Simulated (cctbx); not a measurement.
## Diagnosing a refinement

Cell a = 4.3600 Å, b = 4.3600 Å, c = 10.2850 Å, α = 90.00°, β = 90.00°, γ = 90.00°; space group I4/mmm (no. 139). The compound is ZrFe2Pb2.

Simulated single-crystal data (cctbx): Mo Kα, λ = 0.71073 Å, to d = 0.6 Å, 80 % of the full sphere, strongest reflection 70000 counts, noise from counting, a 4 % proportional error and a noise floor of 4 counts (s.d.); no absorption.

An anisotropic refinement with weights 1/σ² prints:

```text
Rint 0.033, 167 unique reflections to 0.60 A
cycle     R1     wR2    GooF  max shift (A)
   1  0.0439  0.1395   8.598   0.00066
   2  0.0139  0.0414   2.549   0.00000
final R1 0.0139 wR2 0.0414 GooF 2.549  parameters 7  data/parameter 23.9
atom        x        y        z      Ueq    occ   su(xyz)  su(Uiso or U11)
Pb1    0.50000  0.50000  0.12813   0.0095  1.000  0.00002  0.0001
Zr1    0.00000  0.00000  0.00000   0.0186  1.000  0.00000  0.0003
Fe1    0.50000  0.00000  0.25000   0.0063  1.000  0.00000  0.0002
difference map: max 1.63 min -3.80 rms 0.36
Q1    0.0000  0.5000  0.2889    8    1.68  0.40 A from Fe1
Q2    0.0000  0.0000  0.3117    4    1.12  0.62 A from Pb1
Q3    0.0000  0.0000  0.0758    4    1.08  0.78 A from Zr1
Q4    0.0000  0.0000  0.1974    4    1.05  1.79 A from Pb1
Q5    0.0000  0.0000  0.4377    4    0.93  0.68 A from Pb1
Q6    0.0000  0.5000  0.0587    8    0.93  1.97 A from Fe1
```

Q: Accept it or mend it, and why?

Mend it. The fault: anomalous dispersion left out. Against the right model at the same level, R1 goes from 0.0071 to 0.0139 and GooF from 0.90 to 2.55, U of Fe1 shrinks from 0.0087 to 0.0063 Å², U of Zr1 swells from 0.0137 to 0.0186 Å² and a hole of -3.8 e/Å³ opens. No atom is wrong: without f′ and f″ the atoms near an edge get the wrong scattering power, which U and the scale absorb. The signs are weak, and the output alone doesn't single this fault out.

The compound is ZrFe2Pb2. The right model at the same level gives:

```text
Rint 0.033, 167 unique reflections to 0.60 A
cycle     R1     wR2    GooF  max shift (A)
   1  0.0246  0.0721   4.445   0.00002
   2  0.0071  0.0146   0.899   0.00000
final R1 0.0071 wR2 0.0146 GooF 0.899  parameters 7  data/parameter 23.9
atom        x        y        z      Ueq    occ   su(xyz)  su(Uiso or U11)
Pb1    0.50000  0.50000  0.12819   0.0089  1.000  0.00001  0.0000
Zr1    0.00000  0.00000  0.00000   0.0137  1.000  0.00000  0.0001
Fe1    0.50000  0.00000  0.25000   0.0087  1.000  0.00000  0.0001
difference map: max 1.03 min -0.71 rms 0.19
Q1    0.0000  0.0000  0.3176    4    1.03  0.56 A from Pb1
Q2    0.0000  0.0000  0.1955    4    0.86  1.81 A from Pb1
Q3    0.0000  0.0000  0.0542    4    0.72  0.56 A from Zr1
Q4    0.0000  0.1435  0.0000    8    0.59  0.63 A from Zr1
Q5    0.0000  0.0000  0.4454    4    0.55  0.76 A from Pb1
Q6    0.0000  0.1335  0.3710   16    0.55  0.58 A from Pb1
```

Isotropic U is held between 0.0001 and 1 Å² by the program, and listed peak heights are interpolated, so they can pass the grid's maximum.

This is a model crystal, built by substitution and not relaxed, with assumed displacement parameters.

[Middle refinement cycles are left out of these outputs.]

[Logs are printed without paths, hosts, clocks, repeated set-up lines and the standing remarks that a program may print on its own settings, such as how far it seeks lower states.]
